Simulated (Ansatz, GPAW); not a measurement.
# Screening of a field by Ta2N(OH)2 MXene monolayer

Aim: the dipole that a field along the normal induces in Ta2N(OH)2 MXene monolayer.

Calculated with GPAW 26.7.0 and Ansatz 0.2.0; Ansatz plane waves; layer without images along its normal, relaxation of atoms and in-plane cell, in the first sound run; inputs show where later runs differ.

Report form: the programs' logs are mostly left out.

## (1) Starting point

The cell holds 7 atoms: 2 H, 2 O, 2 Ta and 1 N. Cell: a = 3.155 Å, b = 3.155 Å, c = 22.882 Å, α = 90.0°, β = 90.0°, γ = 120.0°. Vacuum lies along c.

## (2) Relaxing the atoms

The atoms are relaxed first, since the surface dipole, and with it the work function, follows the positions of the outer layers.

Input file input.yaml:

```yaml
crystal:
  lattice:
    - [3.15458, 0.0, 0.0]
    - [-1.57729, 2.7319464183, 0.0]
    - [0.0, 0.0, 22.881688773]
  atoms:
    - { symbol: H, position: [0.3333333333, 0.6666666667, 0.3496245439] }
    - { symbol: O, position: [0.3333333333, 0.6666666667, 0.3924535505] }
    - { symbol: Ta, position: [0.6666666667, 0.3333333333, 0.4456022134], spin: 1.0 }
    - { symbol: "N", position: [0.0, 0.0, 0.5] }
    - { symbol: Ta, position: [0.3333333333, 0.6666666667, 0.5543977866], spin: 1.0 }
    - { symbol: O, position: [0.6666666667, 0.3333333333, 0.6075464495] }
    - { symbol: H, position: [0.6666666667, 0.3333333333, 0.6503754561] }
  periodic: [true, true, false]
magnetization:
  spin_polarized: true
kpoints:
  mp_grid: { grid: [12, 12, 1] }
hamiltonian:
  xc: pbe
scf:
  occupations: { method: fermi_dirac, width: 0.05 }
relax:
  f_tol: 0.01
  max_steps: 90
  cell: {}
```

Launch:

```bash
$ ansatz run input.yaml --threads 4 --pin off --max-ram 8192MiB --backend cpu --events-out ev --progress --plain --runs-dir out
```

Wall time 2 min (4 threads of Arm Neoverse V1, shared host); peak memory 0.91 GiB.

The steps of the relaxation:

| step | energy less that of the first step (eV) | largest force component (eV/Å) | volume (Å³) |
| --- | --- | --- | --- |
| 1 | 0.0000 | 2.8820 | 323.73 |
| 2 | -0.4588 | 0.9420 | 317.19 |
| 3 | -0.1841 | 4.0891 | 334.90 |
| 4 | -0.6501 | 0.2585 | 332.39 |
| 5 | -0.7087 | 0.6089 | 345.78 |
| 6 | -0.7201 | 0.2406 | 347.93 |
| 7 | -0.7214 | 0.2593 | 348.02 |
| 8 | -0.7232 | 0.0126 | 347.72 |
| 9 | -0.7234 | 0.0038 | 347.49 |
| 10* | -0.7543 | 0.0065 | 347.49 |
| 11 | -0.7537 | 0.0173 | 350.05 |
| 12 | -0.7528 | 0.0231 | 351.84 |
| 13 | -0.7502 | 0.0236 | 354.81 |
| 14 | -0.7518 | 0.0039 | 353.17 |
| 15* | -0.7566 | 0.0045 | 353.17 |

Relaxation steps marked * repeat the geometry before them on a plane-wave basis chosen anew for their cell, so energy and pressure can jump there. Relaxation step 3 was tried and not accepted.

The run keeps the 12 symmetry operations that it works with, so distortions that break them were not tested.

| cell as run | before | after | change |
| --- | --- | --- | --- |
| a (Å) | 3.155 | 3.295 | +4.4 % |
| b (Å) | 3.155 | 3.295 | +4.4 % |

The atoms that moved most (Å, along periodic axes as changes of fractional coordinates times the final cell, across vacuum about the mean position):

| atom | dx | dy | dz | length |
| --- | --- | --- | --- | --- |
| Ta5 | 0.000 | 0.000 | -0.227 | 0.227 |
| Ta3 | 0.000 | 0.000 | 0.227 | 0.227 |
| H7 | 0.000 | 0.000 | -0.160 | 0.160 |
| H1 | 0.000 | 0.000 | 0.160 | 0.160 |
| O2 | 0.000 | 0.000 | 0.160 | 0.160 |
| O6 | 0.000 | 0.000 | -0.160 | 0.160 |

The relaxed structure:

```cif
data_structure
_symmetry_space_group_name_H-M 'P 1'
_symmetry_Int_Tables_number 1
_cell_length_a 3.2949
_cell_length_b 3.2949
_cell_length_c 37.5634
_cell_angle_alpha 90.000
_cell_angle_beta 90.000
_cell_angle_gamma 120.000
_cell_volume 353.17
loop_
_atom_site_label
_atom_site_type_symbol
_atom_site_fract_x
_atom_site_fract_y
_atom_site_fract_z
_atom_site_occupancy
H1 H 0.33333 0.66667 0.21724 1
O2 O 0.33333 0.66667 0.24333 1
Ta3 Ta 0.66667 0.33333 0.27749 1
N4 N 0.00000 0.00000 0.30457 1
Ta5 Ta 0.33333 0.66667 0.33166 1
O6 O 0.66667 0.33333 0.36582 1
H7 H 0.66667 0.33333 0.39191 1
```

Numbers from this step:

| Quantity | Value |
| --- | --- |
| free energy | -21416.9875 eV |
| smearing term TS | 0.02138 eV |
| symmetry operations | 12 |

The relaxation lowered the energy of the cell by 0.757 eV.

## (3) The slab's potential

With the geometry fixed, the planar mean of the potential gives the vacuum level on each side.

This step: GPAW, PAW setups; slab in vacuum (GPAW 26.7.0).

The cell differs from the one that the last finished run ended in (c 37.563 → 22.561 Å).

Input file run.py:

```python
import json
import numpy as np
from ase import Atoms
from gpaw import GPAW, PW

slab = Atoms(
    ['H', 'O', 'Ta', 'N', 'Ta', 'O', 'H'],
    positions=[
        [-0.00000, 1.90232, 8.00000],
        [-0.00000, 1.90232, 8.97995],
        [1.64746, 0.95116, 10.26316],
        [-0.00000, 0.00000, 11.28044],
        [-0.00000, 1.90232, 12.29773],
        [1.64746, 0.95116, 13.58094],
        [1.64746, 0.95116, 14.56089]],
    cell=[[3.29492, 0.0, 0.0], [-1.64746, 2.85348, -0.0], [0.0, -0.0, 22.5609]],
    pbc=[True, True, False],
    magmoms=[0.0, 0.0, 1.0, 0.0, 1.0, 0.0, 0.0])

slab.calc = GPAW(mode=PW(500), xc='PBE', kpts={'size': (12, 12, 1), 'gamma': True},
                 occupations={'name': 'fermi-dirac', 'width': 0.05}, nbands='140%',
                 convergence={'density': 1e-05}, maxiter=200,
                 poissonsolver={'dipolelayer': 'xy'},
                 symmetry={'tolerance': 1e-3}, txt='slab.txt')
result = {}
energy = slab.get_potential_energy()
fermi = slab.calc.get_fermi_level()
v = slab.calc.get_electrostatic_potential().mean((0, 1)) - fermi
n = slab.calc.get_pseudo_density().mean((0, 1))
L = slab.cell[2, 2]
z = np.arange(len(v)) * L / len(v)
low, high = slab.positions[:, 2].min(), slab.positions[:, 2].max()
below, above = np.interp([low - 5.8, high + 5.8], z, v)
slopes = [np.interp(x, z, np.gradient(v, z)) for x in (low - 5.8, high + 5.8)]
eps = np.array([[slab.calc.get_eigenvalues(k, s) for k in range(len(slab.calc.get_ibz_k_points()))]
                for s in range(slab.calc.get_number_of_spins())]) - fermi
top, bottom = eps[eps < 0].max(), eps[eps > 0].min()
dipole = slab.get_dipole_moment()[2]
print(f'energy {energy:.4f} eV, Fermi level {fermi:.4f} eV, dipole {dipole:.5f} e A')
print(f'potential 5.8 A off the faces, from the Fermi level: lower {below:.4f} eV, upper {above:.4f} eV')
print(f'slope of the potential there: lower {slopes[0]:.5f}, upper {slopes[1]:.5f} eV/A')
print(f'nearest levels on the mesh: {top:.4f} and {bottom:.4f} eV')
print('magnetic moment', round(slab.get_magnetic_moment(), 3))
result.update(energy=energy, fermi=fermi, dipole=dipole, below=below, above=above, slopes=slopes, edges=[top, bottom],
              z=z.tolist(), v=v.tolist(), n=n.tolist(), positions=slab.positions.tolist(),
              forces=slab.get_forces(apply_constraint=False).tolist(), moments=slab.get_magnetic_moments().tolist())
json.dump(result, open('result.json', 'w'))
```

Launch:

```bash
$ OMP_NUM_THREADS=1 OPENBLAS_NUM_THREADS=1 python run.py
```

It took 3.7 min on 1 thread; peak memory 0.38 GiB.

Numbers from this step:

```
dipole along the normal                    : -1.96e-4 e·Å
levels nearest the Fermi level on the mesh : -0.06299, 0.01294 eV from the Fermi level
upper work function                        : 2.530 eV
lower work function                        : 2.527 eV
sum of the site moments                    : 0 μB
```

The electrostatic potential energy of an electron (without an applied field's), less the Fermi level, planar mean oscillates, so the rows of the table below give means over windows of 1.5 Å about each position, cut where the curve ends. Its maxima inside the range that stand out by 2 % of the span (Å: eV): 8.3: -0.635, 9.4: -7.55, 10.9: -13.5, 11.7: -13.5, 13.2: -7.55, 14.3: -0.631. Its minima: 8.0: -1.35, 9.0: -10.6, 10.2: -22.9, 11.3: -16.6, 12.3: -22.9, 13.5: -10.6, 14.6: -1.35.

Electrostatic potential energy of an electron (without an applied field's), less the Fermi level, planar mean against z; means over each step:

z (Å), electrostatic potential energy of an electron (without an applied field's), less the Fermi level, planar mean (eV) and a bar from the least value:
```
     0.75        2.5 ##############################
     2.25        2.5 ##############################
     3.75        2.5 ##############################
     5.25        2.4 ##############################
     6.75        1.7 #############################
     8.25       -2.5 ######################
     9.75      -14.6 ##
    11.25      -15.5 
    12.75      -15.0 #
    14.25       -3.0 #####################
    15.75        1.6 ############################
    17.25        2.4 ##############################
    18.75        2.5 ##############################
    20.25        2.5 ##############################
    21.75        2.5 ##############################
```

The pseudo valence density, planar mean oscillates, so the rows of the table below give means over windows of 1.32 Å about each position, cut where the curve ends. Its maxima inside the range that stand out by 2 % of the span (Å: e/Å³): 9.0: 0.826, 10.3: 1.27, 11.3: 0.822, 12.2: 1.27, 13.5: 0.826. Its minima: 9.6: 0.499, 10.9: 0.791, 11.7: 0.791, 13.0: 0.499.

Table of pseudo valence density, planar mean by z; means over each step:

z (Å), pseudo valence density, planar mean (e/Å³) and a bar:
```
     3.30       0.00 
     4.62       0.00 
     5.94       0.00 
     7.26       0.03 #
     8.58       0.46 ################
     9.90       0.86 #############################
    11.22       0.83 ############################
    12.54       0.89 ##############################
    13.86       0.51 #################
    15.18       0.04 #
    16.50       0.00 
    17.82       0.00 
    19.14       0.00
```

Force by atom:

| atom | x (eV/Å) | y (eV/Å) | z (eV/Å) | size |
| --- | --- | --- | --- | --- |
| H1 | 0.000 | 0.000 | -0.177 | 0.177 |
| O2 | 0.000 | 0.000 | 0.207 | 0.207 |
| Ta3 | 0.000 | 0.000 | -0.116 | 0.116 |
| N4 | 0.000 | 0.000 | 0.000 | 0.000 |
| Ta5 | 0.000 | 0.000 | 0.116 | 0.116 |
| O6 | 0.000 | 0.000 | -0.207 | 0.207 |
| H7 | 0.000 | 0.000 | 0.177 | 0.177 |

The potential is flat to 0.002 eV/Å where it is read, so the vacuum is wide enough. The geometry is the other program's minimum; here the largest force on a free atom is 0.21 eV/Å.

## (4) Field on

A uniform field along the normal polarises the slab; the atoms stay fixed, so this is the electronic response alone.

run.py, as its differences from that of step 3:

```diff
@@ -4,2 +4,3 @@
 from gpaw import GPAW, PW
+from gpaw.external import ConstantElectricField
 
@@ -23,2 +24,3 @@
                  poissonsolver={'dipolelayer': 'xy'},
+                 external=ConstantElectricField(-0.2, [0, 0, 1]),
                  symmetry={'tolerance': 1e-3}, txt='slab.txt')
```

Elapsed: 15 min, on 1 thread; peak memory 0.84 GiB.

This step gave:

- dipole along the normal: -0.1234 e·Å
- levels nearest the Fermi level on the mesh: -0.06663, 0.01429 eV from the Fermi level
- potential below the slab, the applied field's own ramp left out: 1.372 eV from the Fermi level
- potential above the slab, the applied field's own ramp left out: 3.745 eV from the Fermi level

The electrostatic potential energy of an electron (without an applied field's), less the Fermi level, planar mean oscillates, so the rows of the table below give means over windows of 0.5 Å about each position, cut where the curve ends. Its maxima inside the range that stand out by 2 % of the span (Å: eV): 8.27: -1.28, 9.40: -7.94, 10.90: -13.6, 11.66: -13.4, 13.16: -7.16, 14.29: 0.00378, 22.00: 3.75. Its minima: 7.99: -2.06, 9.02: -11.1, 10.25: -23.1, 11.28: -16.6, 12.31: -22.7, 13.54: -10.1, 14.57: -0.648.

The electrostatic potential energy of an electron (without an applied field's), less the Fermi level, planar mean by z; means over each step:

| z (Å) | electrostatic potential energy of an electron (without an applied field's), less the Fermi level, planar mean (eV) |
| --- | --- |
| 0.0 | 2.13 |
| 0.5 | 1.45 |
| 1.0 | 1.37 |
| 1.5 | 1.37 |
| 2.0 | 1.37 |
| 2.5 | 1.37 |
| 3.0 | 1.37 |
| 3.5 | 1.37 |
| 4.0 | 1.36 |
| 4.5 | 1.35 |
| 5.0 | 1.33 |
| 5.5 | 1.28 |
| 6.0 | 1.18 |
| 6.5 | 0.976 |
| 7.0 | 0.569 |
| 7.5 | -0.349 |
| 8.0 | -1.70 |
| 8.5 | -2.87 |
| 9.0 | -9.69 |
| 9.5 | -9.49 |
| 10.0 | -19.1 |
| 10.5 | -20.0 |
| 11.0 | -14.6 |
| 11.5 | -14.7 |
| 12.0 | -18.8 |
| 12.5 | -19.7 |
| 13.0 | -9.45 |
| 13.5 | -8.87 |
| 14.0 | -2.50 |
| 14.5 | -0.324 |
| 15.0 | 1.10 |
| 15.5 | 2.34 |
| 16.0 | 2.96 |
| 16.5 | 3.32 |
| 17.0 | 3.51 |
| 17.5 | 3.62 |
| 18.0 | 3.68 |
| 18.5 | 3.71 |
| 19.0 | 3.73 |
| 19.5 | 3.74 |
| 20.0 | 3.74 |
| 20.5 | 3.75 |
| 21.0 | 3.75 |
| 21.5 | 3.75 |
| 22.0 | 3.71 |

Force by atom:

| atom | x (eV/Å) | y (eV/Å) | z (eV/Å) | size |
| --- | --- | --- | --- | --- |
| H1 | 0.000 | 0.000 | -0.141 | 0.141 |
| O2 | 0.000 | 0.000 | 0.149 | 0.149 |
| Ta3 | 0.000 | 0.000 | -0.086 | 0.086 |
| N4 | 0.000 | 0.000 | -0.018 | 0.018 |
| Ta5 | 0.000 | 0.000 | 0.140 | 0.140 |
| O6 | 0.000 | 0.000 | -0.256 | 0.256 |
| H7 | 0.000 | 0.000 | 0.208 | 0.208 |

The dipole is now -0.123 e Å, against -2.0e-4 in the run without a field.

## (5) In a field

run.py, as its differences from that of step 4:

```diff
@@ -24,3 +24,3 @@
                  poissonsolver={'dipolelayer': 'xy'},
-                 external=ConstantElectricField(-0.2, [0, 0, 1]),
+                 external=ConstantElectricField(-0.1, [0, 0, 1]),
                  symmetry={'tolerance': 1e-3}, txt='slab.txt')
```

It took 15 min on 1 thread; peak memory 0.85 GiB.

Numbers from this step:

* dipole along the normal: -0.06156 e·Å
* levels nearest the Fermi level on the mesh: -0.06394, 0.01328 eV from the Fermi level
* potential below the slab, the applied field's own ramp left out: 1.944 eV from the Fermi level
* potential above the slab, the applied field's own ramp left out: 3.128 eV from the Fermi level

The electrostatic potential energy of an electron (without an applied field's), less the Fermi level, planar mean oscillates, so the rows of the table below give means over windows of 1.5 Å about each position, cut where the curve ends. Its maxima inside the range that stand out by 2 % of the span (Å: eV): 8.3: -0.954, 9.4: -7.74, 10.9: -13.5, 11.7: -13.5, 13.2: -7.36, 14.3: -0.313. Its minima: 8.0: -1.71, 9.0: -10.8, 10.2: -23.0, 11.3: -16.6, 12.3: -22.8, 13.5: -10.4, 14.6: -0.999.

Table of electrostatic potential energy of an electron (without an applied field's), less the Fermi level, planar mean by z; means over each step:

| z (Å) | electrostatic potential energy of an electron (without an applied field's), less the Fermi level, planar mean (eV) |
| --- | --- |
| 0.75 | 2.02 |
| 2.25 | 1.94 |
| 3.75 | 1.93 |
| 5.25 | 1.85 |
| 6.75 | 1.19 |
| 8.25 | -2.87 |
| 9.75 | -14.7 |
| 11.25 | -15.5 |
| 12.75 | -14.8 |
| 14.25 | -2.66 |
| 15.75 | 2.08 |
| 17.25 | 2.98 |
| 18.75 | 3.11 |
| 20.25 | 3.13 |
| 21.75 | 3.09 |

Force by atom:

| atom | x (eV/Å) | y (eV/Å) | z (eV/Å) | size |
| --- | --- | --- | --- | --- |
| H1 | 0.000 | 0.000 | -0.160 | 0.160 |
| O2 | 0.000 | 0.000 | 0.179 | 0.179 |
| Ta3 | 0.000 | 0.000 | -0.102 | 0.102 |
| N4 | 0.000 | 0.000 | -0.009 | 0.009 |
| Ta5 | 0.000 | 0.000 | 0.129 | 0.129 |
| O6 | 0.000 | 0.000 | -0.233 | 0.233 |
| H7 | 0.000 | 0.000 | 0.193 | 0.193 |

The dipole is now -0.0616 e Å, against -2.0e-4 in the run without a field.

## (6) In a field

run.py, as its differences from that of step 5:

```diff
@@ -24,3 +24,3 @@
                  poissonsolver={'dipolelayer': 'xy'},
-                 external=ConstantElectricField(-0.1, [0, 0, 1]),
+                 external=ConstantElectricField(-0.05, [0, 0, 1]),
                  symmetry={'tolerance': 1e-3}, txt='slab.txt')
```

Elapsed: 15 min, on 1 thread; peak memory 0.85 GiB.

## (7) Field on

run.py, as its differences from that of step 6:

```diff
@@ -24,3 +24,3 @@
                  poissonsolver={'dipolelayer': 'xy'},
-                 external=ConstantElectricField(-0.05, [0, 0, 1]),
+                 external=ConstantElectricField(0.05, [0, 0, 1]),
                  symmetry={'tolerance': 1e-3}, txt='slab.txt')
```

It took 15 min on 1 thread; peak memory 0.84 GiB.

## (8) In a field

run.py, as its differences from that of step 7:

```diff
@@ -24,3 +24,3 @@
                  poissonsolver={'dipolelayer': 'xy'},
-                 external=ConstantElectricField(0.05, [0, 0, 1]),
+                 external=ConstantElectricField(0.1, [0, 0, 1]),
                  symmetry={'tolerance': 1e-3}, txt='slab.txt')
```

Run time: 15 min. Hardware: 1 thread; peak memory 0.85 GiB.

The electrostatic potential energy of an electron (without an applied field's), less the Fermi level, planar mean oscillates, so the rows of the table below give means over windows of 1.5 Å about each position, cut where the curve ends. Its maxima inside the range that stand out by 2 % of the span (Å: eV): 0.6: 3.13, 8.3: -0.313, 9.4: -7.36, 10.9: -13.5, 11.7: -13.5, 13.2: -7.74, 14.3: -0.954. Its minima: 8.0: -0.999, 9.0: -10.4, 10.2: -22.8, 11.3: -16.6, 12.3: -23.0, 13.5: -10.8, 14.6: -1.71.

Electrostatic potential energy of an electron (without an applied field's), less the Fermi level, planar mean against z; means over each step:

| z (Å) | electrostatic potential energy of an electron (without an applied field's), less the Fermi level, planar mean (eV) |
| --- | --- |
| 0.75 | 3.05 |
| 2.25 | 3.13 |
| 3.75 | 3.11 |
| 5.25 | 2.99 |
| 6.75 | 2.16 |
| 8.25 | -2.22 |
| 9.75 | -14.4 |
| 11.25 | -15.5 |
| 12.75 | -15.1 |
| 14.25 | -3.30 |
| 15.75 | 1.12 |
| 17.25 | 1.84 |
| 18.75 | 1.93 |
| 20.25 | 1.94 |
| 21.75 | 1.99 |

The dipole is now 0.0616 e Å, against -2.0e-4 in the run without a field.

[end of part 1 of 2]

[Logs are printed without paths, hosts, clocks, repeated set-up lines and the standing remarks that a program may print on its own settings, such as how far it seeks lower states.]

[Hosts, paths, dates, database ids (printed as entryN), source tags and the programs' standing remarks are cut or masked in the printed files.]
